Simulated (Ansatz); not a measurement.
# Sr3AlN3 (P6_3/m): the gap up the ladder of methods

What gap does each level of theory give for Sr3AlN3 (P6_3/m), and in what time?

Calculated with Ansatz 0.2.0; density functionals, hybrids and G0W0, plane waves, PAW.

## Step 1: Starting point

The structure is hexagonal, space group P6_3/m (No. 176). Conventional cell: a = 7.661 Å, b = 7.661 Å, c = 5.396 Å, α = 90.00°, β = 90.00°, γ = 120.00°. Nearest to Sr lie 5 N at 2.55 to 2.83 Å. Nearest to Al lie 3 N at 1.86 Å. Nearest to N lie 1 Al at 1.86 Å and 5 Sr at 2.55 to 2.83 Å. Farther neighbours and most contacts between anions are not listed.

The cell and positions are those that the Materials Project relaxed with its own functionals (PBE, PBE+U or r2SCAN), kept fixed.

The logs state that the PAW files were generated under PBE.

## Step 2: LDA on the 6×6×4 mesh

This step: DFT, LDA, plane waves, PAW; PAW set soft_1.

Contents of input.yaml:

```yaml
crystal:
  lattice:
    - [7.6614142586, 0.0, 0.0]
    - [-3.8307071293, 6.6349793769, 0.0]
    - [0.0, 0.0, 5.395857]
  atoms:
    - { symbol: Sr, position: [0.927824, 0.640649, 0.25] }
    - { symbol: Sr, position: [0.712825, 0.072176, 0.25] }
    - { symbol: Sr, position: [0.359351, 0.287175, 0.25] }
    - { symbol: Sr, position: [0.072176, 0.359351, 0.75] }
    - { symbol: Sr, position: [0.287175, 0.927824, 0.75] }
    - { symbol: Sr, position: [0.640649, 0.712825, 0.75] }
    - { symbol: Al, position: [0.66666667, 0.33333333, 0.75] }
    - { symbol: Al, position: [0.33333333, 0.66666667, 0.25] }
    - { symbol: "N", position: [0.893933, 0.589504, 0.75] }
    - { symbol: "N", position: [0.695571, 0.106067, 0.75] }
    - { symbol: "N", position: [0.410496, 0.304429, 0.75] }
    - { symbol: "N", position: [0.106067, 0.410496, 0.25] }
    - { symbol: "N", position: [0.304429, 0.893933, 0.25] }
    - { symbol: "N", position: [0.589504, 0.695571, 0.25] }
kpoints:
  mp_grid: { grid: [6, 6, 4] }
  band_path:
    path:
      - [0.0, 0.0, 0.0]
      - [0.5, 0.0, 0.0]
      - [0.33333333, 0.33333333, 0.0]
      - [0.0, 0.0, 0.5]
      - [0.5, 0.0, 0.5]
      - [0.33333333, 0.33333333, 0.5]
    npoints: 1
hamiltonian:
  xc: lda
  pseudopotentials: { kind: paw, azcp: { folder: soft_1 }, xc_functional: pbe }
scf:
  occupations: { method: fixed }
  n_extra_bands: 8
output:
  eigenvalues: true
  forces: true
  stress: true
```

Started as:

```bash
ansatz run input.yaml --threads 2 --pin off --max-ram 92160MiB --backend cuda --events-out ev --progress --plain --runs-dir out --devices 1 --max-vram 13GiB
```

Numbers of over 12 decimals in the logs are rounded to 6 here.

Log:

```text
scf.n_extra_bands = 8 over 48 filled bands (N_el = 96.0): the run solves 56 bands
GPUs: using 1 of 1 available (devices: 1).
Engine: ansatz 0.2.0, x86_64-unknown-linux-gnu
Pseudopotentials: kind: paw
Pseudopotential: Sr, paw, valence charge 10, recommended cutoff 420 eV (normal), soft_1/Sr.paw.azcp
Pseudopotential: Al, paw, valence charge 3, recommended cutoff 420 eV (normal), soft_1/Al.paw.azcp
Pseudopotential: N, paw, valence charge 5, recommended cutoff 420 eV (normal), soft_1/N.paw.azcp
Functional definition: SPW92
  exchange = slater_x
  correlation = pw_c
device memory: the entry about to start is reckoned to put 4.1 GiB on a device that reports 30.4 GiB free (of which the cap on the GPU budget leaves the run 13.0 GiB)
GPU FFT provider: cuFFT
GPU libraries: cuBLAS 13.8.2, cuFFT 12.4.0, cuSOLVER 12.3.4
Crystal: 14 atoms, lattice volume = 274.289 Å³
Basis set: ecut = 420 eV, 5329 PW (Γ)
Bands: 56, of which v1, the nominal top of the filled ones, is band 48 counted from 1 (47 counted from 0)
Symmetry: 12 space group operations
Space group: P63/m (ITA 176), of the structure as read, at distance tolerance 6.5e-5 Å
k-points: 24 of 144
Non-local potential: Sr, projectors of the file, l = 0: 3, l = 1: 2, l = 2: 2
Non-local potential: Al, projectors of the file, l = 0: 2, l = 1: 2, l = 2: 1
Non-local potential: N, projectors of the file, l = 0: 2, l = 1: 2, l = 2: 1
PAW form: soft (Blöchl's): semilocal exchange-correlation on the pseudo side does not see the compensation charge
PAW frozen core: Sr, regenerated for the run's functional, and the local potential with it (the file was generated under x = pbe(κ = 0.804, μ = 0.219515), c = pbe(β = 0.066725))
PAW frozen core: Al, regenerated for the run's functional, and the local potential with it (the file was generated under x = pbe(κ = 0.804, μ = 0.219515), c = pbe(β = 0.066725))
PAW frozen core: N, regenerated for the run's functional, and the local potential with it (the file was generated under x = pbe(κ = 0.804, μ = 0.219515), c = pbe(β = 0.066725))
PAW one-centre angular grid: Sr, 110 points (default); XC on 64 Gauss nodes
PAW one-centre angular grid: Al, 110 points (default); XC on 64 Gauss nodes
PAW one-centre angular grid: N, 110 points (default); XC on 64 Gauss nodes
Initial density: superposition of atomic densities (chi_scale 0.1, normalization cell, long waves kept (reshape's long-wave potential 0.09 eV rms))
Initial wavefunctions: pseudopotential atomic-orbital guess
GPU buffer pool allocated for 116640 grid points (all kernels)
GPU transforms: local potential and band sums: pruned to the plane-wave sphere, on 54×54×40
Functional: x = slater, c = lda
SCF iter   1: F=—  HF=-23950.880039 eV  |F-HF|=—  |Δ(HF+E_count)|=         —  Δρ=4.04e-2  dr2=8.32e0  ethr=3.10e-3  ⟨swp⟩=6.2  Hψ=5478  notcnv=0  defer=128
preconditioner: auto → Resta (q_TF=auto, 2.290 Å⁻¹)  ε∞=3.6  [insulator: Δε(μ)=1.313 eV  Ē_g=12.766 eV  n_scr=56 (ndim 8)  ℏωp=20.5 eV  f_vac=0.000  ε∞_Penn≈3.6]
SCF iter   2: F=—  HF=-23948.797314 eV  |F-HF|=—  |Δ(HF+E_count)|=    2.08e0  Δρ=2.71e-2  dr2=2.42e0  ethr=3.10e-3  ⟨swp⟩=3.2  Hψ=2344  notcnv=0  defer=127
SCF iter   3: F=—  HF=-23948.212737 eV  |F-HF|=—  |Δ(HF+E_count)|=   5.85e-1  Δρ=1.85e-2  dr2=1.52e0  ethr=2.52e-3  ⟨swp⟩=3.0  Hψ=2024  notcnv=0  defer=122
SCF iter   4: F=—  HF=-23947.906364 eV  |F-HF|=—  |Δ(HF+E_count)|=   3.06e-1  Δρ=3.43e-3  dr2=3.68e-2  ethr=1.58e-3  ⟨swp⟩=2.5  Hψ=1873  notcnv=0  defer=135
SCF iter   5: F=—  HF=-23947.908141 eV  |F-HF|=—  |Δ(HF+E_count)|=   1.78e-3  Δρ=6.44e-4  dr2=2.37e-3  ethr=3.83e-5  ⟨swp⟩=4.0  Hψ=2821  notcnv=0  defer=142
SCF iter   6: F=—  HF=-23947.907912 eV  |F-HF|=—  |Δ(HF+E_count)|=   2.29e-4  Δρ=1.95e-4  dr2=2.61e-4  ethr=2.46e-6  ⟨swp⟩=2.0  Hψ=2226  notcnv=0  defer=142
SCF iter   7: F=—  HF=-23947.907988 eV  |F-HF|=—  |Δ(HF+E_count)|=   7.65e-5  Δρ=5.18e-5  dr2=7.88e-6  ethr=2.72e-7  ⟨swp⟩=2.0  Hψ=1708  notcnv=0  defer=141
SCF iter   8: F=—  HF=-23947.907923 eV  |F-HF|=—  |Δ(HF+E_count)|=   6.48e-5  Δρ=1.25e-5  dr2=8.11e-7  ethr=8.20e-9  ⟨swp⟩=2.0  Hψ=2290  notcnv=0  defer=134
SCF iter   9: F=-23947.907924 eV  HF=-23947.907924 eV  |F-HF|=8.34e-9  |Δ(HF+E_count)|=   1.62e-7  Δρ=2.92e-6  dr2=2.84e-8  ethr=1.04e-10  ⟨swp⟩=22.1  Hψ=9864  notcnv=0
SCF 1 converged in 9 iterations: F = -23947.907924 eV  dr2 = 2.84e-8
[...]
device memory: the entry about to start is reckoned to put 2.6 GiB on a device that reports 24.9 GiB free (of which the cap on the GPU budget leaves the run 13.0 GiB)
NSCF: frozen V_eff on 6 k-points
SCF converged after 9 iterations
Free energy (F): -23947.907924 eV
Harris-Foulkes:  -23947.907924 eV  (|F-HF|=8.34e-9)
Internal energy: -23947.907924 eV  (E = F + TS)
E sigma→0 (E₀):  -23947.907924 eV
Fermi energy:    6.911363 eV
--- Per-component energies (eV) ---
  E_band       = -483.255446
  E_kinetic    = 2205.788526
  E_local      = -5249.431947  (includes V_loc(G=0)·N_el)
  E_nonlocal   = 1663.079868
  E_hartree    = 1370.154989
  E_xc         = -1471.352429
  E_vxc        = -1444.565659  (∫ρ·V_xc dr)
  E_paw        = -17155.221429  (= ΣΔE_a)
  E_vpaw       = -398.445064  (= ΣTr[D̂ρ^β])
  E_aug_tail   = 0.004715  (compensation charges beyond the density's cutoff)
  E_ewald      = -5313.286723
  E_core_change = 2.356507  (= ΣΔE_core)
  E_smearing   = -0.000000  (= −TS)
  E_closure    = -0.000000  (closes the sum)
  Σ components = -23947.907924   (vs F -23947.907924, Δ=0.00e0)
--- Forces (eV/Å), atoms counted from 1 ---
  atom   1  Sr     0.16244215     0.01545664     0.00000000
  atom   2  Sr    -0.06783523    -0.14840735     0.00000000
  atom   3  Sr    -0.09460692     0.13295071     0.00000000
  atom   4  Sr    -0.16244215    -0.01545664     0.00000000
  atom   5  Sr     0.06783523     0.14840735     0.00000000
  atom   6  Sr     0.09460692    -0.13295071     0.00000000
  atom   7  Al     0.00000000     0.00000000     0.00000000
  atom   8  Al     0.00000000    -0.00000000     0.00000000
  atom   9  N     -0.10328331    -0.19252399     0.00000000
  atom  10  N     -0.11508901     0.18570797     0.00000000
  atom  11  N      0.21837232     0.00681602     0.00000000
  atom  12  N      0.10328331     0.19252399     0.00000000
  atom  13  N      0.11508901    -0.18570797     0.00000000
  atom  14  N     -0.21837232    -0.00681602     0.00000000
  max |Σ_I F_I| component: 5.55e-17 eV/Å
--- Stress (GPa, compression-positive) ---
       -5.526437       0.000000       0.000000
       -0.000000      -5.526437       0.000000
        0.000000       0.000000      -5.137961
  P = ⅓ Tr σ = -5.3969 GPa (-53.969 kbar)
--- Band table (eV; the first three rows and the last of 24) ---
  k-point 0: bands = [... 44 lower, 6.6396, 6.8229, 6.8229, 6.9114, 7.3593, 9.1180, 9.1359, 9.5291, ... 4 higher]
  k-point 1: bands = [... 44 lower, 6.5474, 6.5474, 6.6131, 6.7980, 8.0265, 8.9018, 9.2167, 9.5308, ... 4 higher]
  k-point 2: bands = [... 44 lower, 6.4270, 6.4270, 6.6370, 6.6370, 8.7088, 8.7088, 9.2334, 9.2334, ... 4 higher]
  k-point 23: bands = [... 44 lower, 6.3690, 6.3690, 6.3879, 6.3879, 8.8469, 8.8469, 9.4270, 9.4270, ... 4 higher]
```

Elapsed: 7.6 s, on 1 × NVIDIA H100 80GB HBM3 (shared by 6 runs) with 2 threads of AMD EPYC 7R13 (Zen 3), shared host; peak memory 0.94 GiB; 8.6 s of CPU time.

Numbers from this step:

```
pressure             : -5.397 GPa
gap                  : 0.4479 eV
valence top at       : Γ
conduction bottom at : Γ
least direct gap     : 0.4479 eV
```

Over mesh and listed points the gap is 0.448 eV, direct, at k = Γ. The pressure in this cell is -5 GPa; the cell is kept.

## Step 3: PBEsol on the 6×6×4 mesh

This step: DFT, PBEsol, plane waves, PAW; PAW set soft_1.

input.yaml: that of step 2 with these lines changed.

```diff
@@ -32,3 +32,3 @@
 hamiltonian:
-  xc: lda
+  xc: pbesol
   pseudopotentials: { kind: paw, azcp: { folder: soft_1 }, xc_functional: pbe }
```

Log:

```text
[...]
GPUs: using 1 of 1 available (devices: 1).
[...]
GPU FFT provider: cuFFT
GPU libraries: cuBLAS 13.8.2, cuFFT 12.4.0, cuSOLVER 12.3.4
Crystal: 14 atoms, lattice volume = 274.289 Å³
Basis set: ecut = 420 eV, 5329 PW (Γ), exchange–correlation on 108×108×80 points (8 copies of the dense FFT grid, shifted against one another)
Bands: 56, of which v1, the nominal top of the filled ones, is band 48 counted from 1 (47 counted from 0)
Symmetry: 12 space group operations
[...]
k-points: 24 of 144
[...]
GPU buffer pool allocated for 116640 grid points (all kernels)
[...]
SCF iter   1: F=—  HF=-24288.093628 eV  |F-HF|=—  |Δ(HF+E_count)|=         —  Δρ=4.03e-2  dr2=7.96e0  ethr=3.10e-3  ⟨swp⟩=6.2  Hψ=5575  notcnv=0  defer=129
[...]
atom   9  N     -0.01835773    -0.02597864     0.00000000
  atom  10  N     -0.01331930     0.02888758     0.00000000
  atom  11  N      0.03167703    -0.00290894     0.00000000
  atom  12  N      0.01835773     0.02597864     0.00000000
  atom  13  N      0.01331930    -0.02888758     0.00000000
  atom  14  N     -0.03167703     0.00290894     0.00000000
  max |Σ_I F_I| component: 2.08e-17 eV/Å
--- Stress (GPa, compression-positive) ---
       -2.827426       0.000003       0.000000
       -0.000003      -2.827426       0.000000
        0.000000       0.000000      -2.945334
  P = ⅓ Tr σ = -2.8667 GPa (-28.667 kbar)
--- Band table (eV; the first three rows and the last of 24) ---
  k-point 0: bands = [... 44 lower, 6.8333, 7.0180, 7.0180, 7.1076, 7.5594, 9.3413, 9.3619, 9.7300, ... 4 higher]
  k-point 1: bands = [... 44 lower, 6.7450, 6.7450, 6.8077, 6.9950, 8.2330, 9.1189, 9.4226, 9.7625, ... 4 higher]
  k-point 2: bands = [... 44 lower, 6.6266, 6.6266, 6.8334, 6.8334, 8.9268, 8.9268, 9.4404, 9.4404, ... 4 higher]
  k-point 23: bands = [... 44 lower, 6.5675, 6.5675, 6.5872, 6.5872, 9.0616, 9.0616, 9.6417, 9.6417, ... 4 higher]
[key lines of the parts left out:]
SCF converged after 9 iterations
Free energy (F): -24285.567829 eV
Fermi energy:    7.107576 eV
```

Elapsed: 13 s, on 1 × NVIDIA H100 80GB HBM3 (shared by 6 runs) with 2 threads; peak memory 0.97 GiB; 13 s of CPU time.

This step gave:

| Quantity | Value |
| --- | --- |
| pressure | -2.867 GPa |
| gap | 0.4518 eV |
| valence top at | Γ |
| conduction bottom at | Γ |
| least direct gap | 0.4518 eV |

Over mesh and listed points the gap is 0.452 eV, direct, at k = Γ. PBEsol against LDA: 0.452 − 0.448 = +0.004 eV, with the same mesh, files and cutoff, and both edges at the same k points.

## Step 4: PBE on the 6×6×4 mesh

Levels along a band path and on the mesh show where this functional puts the band edges.

This step: DFT, PBE, plane waves, PAW; PAW set soft_1.

input.yaml: that of step 3 with these lines changed.

```diff
@@ -24,14 +24,11 @@
     path:
-      - [0.0, 0.0, 0.0]
-      - [0.5, 0.0, 0.0]
-      - [0.33333333, 0.33333333, 0.0]
-      - [0.0, 0.0, 0.5]
-      - [0.5, 0.0, 0.5]
-      - [0.33333333, 0.33333333, 0.5]
-    npoints: 1
+      - [[0.0, 0.0, 0.0], [0.5, 0.0, 0.0], [0.33333333, 0.33333333, 0.0], [0.0, 0.0, 0.0], [0.0, 0.0, 0.5], [0.5, 0.0, 0.5], [0.33333333, 0.33333333, 0.5], [0.0, 0.0, 0.5]]
+      - [[0.5, 0.0, 0.5], [0.5, 0.0, 0.0]]
+      - [[0.33333333, 0.33333333, 0.5], [0.33333333, 0.33333333, 0.0]]
+    npoints: 10
 hamiltonian:
-  xc: pbesol
-  pseudopotentials: { kind: paw, azcp: { folder: soft_1 }, xc_functional: pbe }
+  xc: pbe
+  pseudopotentials: { kind: paw, azcp: { folder: soft_1 } }
 scf:
-  occupations: { method: fixed }
+  occupations: { method: fermi_dirac, width: 0.02 }
   n_extra_bands: 8
@@ -41 +38,5 @@
   stress: true
+  write_density: true
+  write_potential: true
+  elf: true
+  volumetric_format: npy
```

Log:

```text
[...]
GPUs: using 1 of 1 available (devices: 1).
[...]
GPU FFT provider: cuFFT
GPU libraries: cuBLAS 13.8.2, cuFFT 12.4.0, cuSOLVER 12.3.4
Crystal: 14 atoms, lattice volume = 274.289 Å³
Basis set: ecut = 420 eV, 5329 PW (Γ), exchange–correlation on 108×108×80 points (8 copies of the dense FFT grid, shifted against one another)
[...]
k-point 0: bands = [... 44 lower, 6.9893, 7.1723, 7.1723, 7.2584, 7.7559, 9.5304, 9.5571, 9.9290, ... 4 higher]
  k-point 1: bands = [... 44 lower, 6.8990, 6.8990, 6.9645, 7.1488, 8.4199, 9.3079, 9.6158, 9.9549, ... 4 higher]
  k-point 2: bands = [... 44 lower, 6.7812, 6.7812, 6.9905, 6.9905, 9.1099, 9.1099, 9.6344, 9.6344, ... 4 higher]
  k-point 23: bands = [... 44 lower, 6.7280, 6.7280, 6.7434, 6.7434, 9.2459, 9.2459, 9.8329, 9.8329, ... 4 higher]
[key lines of the parts left out:]
SCF converged after 9 iterations
Free energy (F): -24655.482901 eV
Fermi energy:    7.524777 eV
P = ⅓ Tr σ = -0.2847 GPa (-2.847 kbar)
```

Wall time 9.8 s (1 × NVIDIA H100 80GB HBM3 (shared by 6 runs) with 2 threads); peak memory 1.1 GiB; 10 s of CPU time.

This step gave:

| Property | Result |
| --- | --- |
| pressure | -0.2847 GPa |
| gap | 0.4975 eV |
| valence top at | Γ |
| conduction bottom at | Γ |
| least direct gap | 0.4975 eV |

Over mesh and path the gap is 0.498 eV, direct, at k = Γ. PBE against PBEsol: 0.498 − 0.452 = +0.046 eV, with the same mesh, files and cutoff, and both edges at the same k points.

## Step 5: PBE+SOC on the 6×6×4 mesh

This run has two-component orbitals with spin-orbit coupling.

This step: DFT, PBE with spin-orbit coupling, plane waves, PAW; PAW set soft_1.

input.yaml: that of step 4 with these lines changed.

```diff
@@ -24,12 +24,18 @@
     path:
-      - [[0.0, 0.0, 0.0], [0.5, 0.0, 0.0], [0.33333333, 0.33333333, 0.0], [0.0, 0.0, 0.0], [0.0, 0.0, 0.5], [0.5, 0.0, 0.5], [0.33333333, 0.33333333, 0.5], [0.0, 0.0, 0.5]]
-      - [[0.5, 0.0, 0.5], [0.5, 0.0, 0.0]]
-      - [[0.33333333, 0.33333333, 0.5], [0.33333333, 0.33333333, 0.0]]
-    npoints: 10
+      - [0.0, 0.0, 0.0]
+      - [0.5, 0.0, 0.0]
+      - [0.33333333, 0.33333333, 0.0]
+      - [0.0, 0.0, 0.5]
+      - [0.5, 0.0, 0.5]
+      - [0.33333333, 0.33333333, 0.5]
+    npoints: 1
 hamiltonian:
   xc: pbe
-  pseudopotentials: { kind: paw, azcp: { folder: soft_1 } }
+  pseudopotentials: { kind: paw_fr, azcp: { folder: soft_1 } }
 scf:
   occupations: { method: fermi_dirac, width: 0.02 }
-  n_extra_bands: 8
+  n_extra_bands: 16
+magnetization:
+  noncollinear: true
+  spin_orbit: true
 output:
@@ -38,5 +44 @@
   stress: true
-  write_density: true
-  write_potential: true
-  elf: true
-  volumetric_format: npy
```

Log:

```text
[...]
GPUs: using 1 of 1 available (devices: 1).
[...]
non-collinear run that drives no moment, with spin-orbit: no starting moment large enough to seed its density (crystal.atoms[].spin), no starting occupations that ask for one, no magnetisation constraint and no magnetic field, so the semilocal B_xc is pinned to zero
[...]
k-point 0: bands = [... 92 lower, 7.1677, 7.1677, 7.2568, 7.2568, 7.7514, 7.7514, 9.5253, 9.5253, ... 12 higher]
  k-point 1: bands = [... 92 lower, 6.9598, 6.9598, 7.1439, 7.1439, 8.4149, 8.4149, 9.3025, 9.3025, ... 12 higher]
  k-point 2: bands = [... 92 lower, 6.9852, 6.9852, 6.9852, 6.9852, 9.1045, 9.1045, 9.1045, 9.1045, ... 12 higher]
  k-point 23: bands = [... 92 lower, 6.7357, 6.7357, 6.7405, 6.7405, 9.2348, 9.2348, 9.2462, 9.2462, ... 12 higher]
[key lines of the parts left out:]
SCF converged after 9 iterations
Magnetization: |M| = 0.0000 μB,  M = (+0.0000, +0.0000, +0.0000) μB
Free energy (F): -24659.159123 eV
Fermi energy:    7.521043 eV
P = ⅓ Tr σ = -0.2886 GPa (-2.886 kbar)
```

Wall time 11 s (1 × NVIDIA H100 80GB HBM3 (shared by 6 runs) with 2 threads); peak memory 1.1 GiB; 15 s of CPU time.

Numbers from this step:

```
pressure             : -0.2886 GPa
gap                  : 0.4946 eV
valence top at       : Γ
conduction bottom at : Γ
least direct gap     : 0.4946 eV
```

Over mesh and listed points the gap is 0.495 eV, direct, at k = Γ. PBE+SOC against PBE: 0.495 − 0.498 = −0.003 eV, with the same mesh, set of files (read in its fully relativistic form for the spin-orbit run) and cutoff, and both edges at the same k points. The spin-orbit run sees mesh and listed points alone, so its gap is an upper bound: the coupling can move an edge off these points, and the change over the zone, its sign included where it is small, is not known.

## Step 6: r2SCAN on the 6×6×4 mesh

r2SCAN is a meta-GGA: it depends on the kinetic-energy density as well as on the density and its gradient.

This step: DFT, r2SCAN, plane waves, PAW; PAW set soft_1.

input.yaml: that of step 5 with these lines changed.

```diff
@@ -32,10 +32,7 @@
 hamiltonian:
-  xc: pbe
-  pseudopotentials: { kind: paw_fr, azcp: { folder: soft_1 } }
+  xc: r2scan
+  pseudopotentials: { kind: paw, azcp: { folder: soft_1 } }
 scf:
-  occupations: { method: fermi_dirac, width: 0.02 }
-  n_extra_bands: 16
-magnetization:
-  noncollinear: true
-  spin_orbit: true
+  occupations: { method: fixed }
+  n_extra_bands: 8
 output:
```

Log:

```text
[...]
GPUs: using 1 of 1 available (devices: 1).
[...]
GPU FFT provider: cuFFT
GPU libraries: cuBLAS 13.8.2, cuFFT 12.4.0, cuSOLVER 12.3.4
Crystal: 14 atoms, lattice volume = 274.289 Å³
Basis set: ecut = 500 eV, 6895 PW (Γ), exchange–correlation on 240×240×160 points (64 copies of the dense FFT grid, shifted against one another)
[...]
k-point 0: bands = [... 44 lower, 6.8257, 7.0201, 7.0201, 7.1003, 7.8994, 9.7003, 9.7199, 10.0699, ... 4 higher]
  k-point 1: bands = [... 44 lower, 6.7358, 6.7358, 6.8018, 6.9919, 8.5418, 9.4507, 9.7586, 10.1425, ... 4 higher]
  k-point 2: bands = [... 44 lower, 6.6151, 6.6151, 6.8313, 6.8313, 9.2632, 9.2632, 9.7498, 9.7498, ... 4 higher]
  k-point 23: bands = [... 44 lower, 6.5683, 6.5683, 6.5794, 6.5794, 9.3927, 9.3927, 9.9503, 9.9503, ... 4 higher]
[key lines of the parts left out:]
SCF converged after 9 iterations
Free energy (F): -24734.132447 eV
Fermi energy:    7.100270 eV
P = ⅓ Tr σ = -1.5756 GPa (-15.756 kbar)
```

The job ended after 14 s (1 × NVIDIA H100 80GB HBM3 (shared by 6 runs) with 2 threads; peak memory 1.3 GiB).

This step gave:

| Property | Result |
| --- | --- |
| pressure | -1.576 GPa |
| gap | 0.7992 eV |
| valence top at | Γ |
| conduction bottom at | Γ |
| least direct gap | 0.7992 eV |

Over mesh and listed points the gap is 0.799 eV, direct, at k = Γ. r2SCAN against PBE: 0.799 − 0.498 = +0.301 eV. The runs also differ in plane-wave cutoff (420 eV and 500 eV), so how much of this comes from the functional alone is not known.

[end of part 1 of 3]

[Paths, hosts, dates, memory and timing lines, banners, echoed tables and standing remarks are left out of the program output.]

[Logs are printed without paths, hosts, clocks, repeated set-up lines and the standing remarks that a program may print on its own settings, such as how far it seeks lower states.]

[Runs of the session that timed out or met a known fault of the program may be left out.]

[Cells called generated may have been cut or substituted from an entry of the Crystallography Open Database or the Materials Project.]

[Hosts, paths, dates, database ids (printed as entryN), source tags and the programs' standing remarks are cut or masked in the printed files.]

[Where an RPA ε∞ is given, it is that of the G0W0 mesh and is not shown converged in it. Names of k-points follow the symmetry that the program found, which can be lower than the space group named. Band edges on a path are those of the sampled points; other points can move an edge, and change direct to indirect where valleys lie close.]

[Hybrid gaps are those of their k-mesh and are not shown converged in it.]
